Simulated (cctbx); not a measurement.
**Symmetry from intensities**

Cell: a = 6.2430 Å, b = 10.7570 Å, c = 12.4140 Å, α = 90.00°, β = 97.92°, γ = 90.00°. Expected content of the cell: Co10 Fe2 Mn2 S24.

The data are simulated with cctbx, not measured: Cu Kα, λ = 1.54184 Å, to d = 0.8 Å, 80 % of the full sphere, strongest reflection 20000 counts, noise from counting, a 3 % proportional error and a noise floor of 4 counts (s.d.); no absorption.

Tests on the unmerged data give:

```text
5345 reflections to d = 0.800 A
centring   violations  <I/sigma> of those
    A       1119 of  2662      5.5
    B       1119 of  2673      5.5
    C          0 of  2673     -0.0
    I       1105 of  2652      5.7
    R       1475 of  3550      5.7
    F       1119 of  4004      3.6
Laue class    unique    Rint  (classes that these axes allow; Friedel mates merged)
C 1 2/m 1         891   0.076
space group    extra absences  I>4sigma  <I/sigma>
C 1 2 1                 0          0         -  acentric
C 1 m 1                 0          0         -  acentric
C 1 2/m 1               0          0         -  centric
Wilson B = 1.25 A^2   <|E^2-1|> = 1.125 (0.968 centric, 0.736 acentric)   E^2>4: 7.3 %
shell (A)         n   <I/sigma>
12.30 - 1.60    114     20.4
 1.60 - 1.27    116     13.8
 1.27 - 1.11    113     13.0
 1.11 - 1.01    107     15.1
 1.01 - 0.94    116      9.9
 0.94 - 0.88    101     11.9
 0.88 - 0.84    111      9.1
 0.84 - 0.80    113     10.3
```

Q: Read the symmetry from these tables.

The reflections that C centring forbids are absent (⟨I/σ⟩ near 0), so the lattice is C.

Only C 1 2/m 1 fits these axes (Rint 0.076); a search for a hidden higher lattice was not made. It includes Bijvoet differences, since Friedel mates are merged.

3 settings pass the absence test. No glide or screw absences show, which leaves C 1 2 1, C 1 m 1 and C 1 2/m 1.

⟨|E²−1|⟩ = 1.125 is above even the centric ideal, a mark of pseudo-translation (a class of systematically weak reflections). It says nothing here on a centre of symmetry. The Wilson B of 1.25 Å² means U ≈ 0.0158 Å².

The true group is Cm (no. 8), Laue class 2/m, non-centrosymmetric. The tables only narrow the choice to the tied entries; cell content, site symmetry and trial solutions must settle it.

The model is made up (kin elements in a known structure type, no relaxation), so it says nothing on whether the phase exists.

[Logs are printed without paths, hosts, clocks, repeated set-up lines and the standing remarks that a program may print on its own settings, such as how far it seeks lower states.]
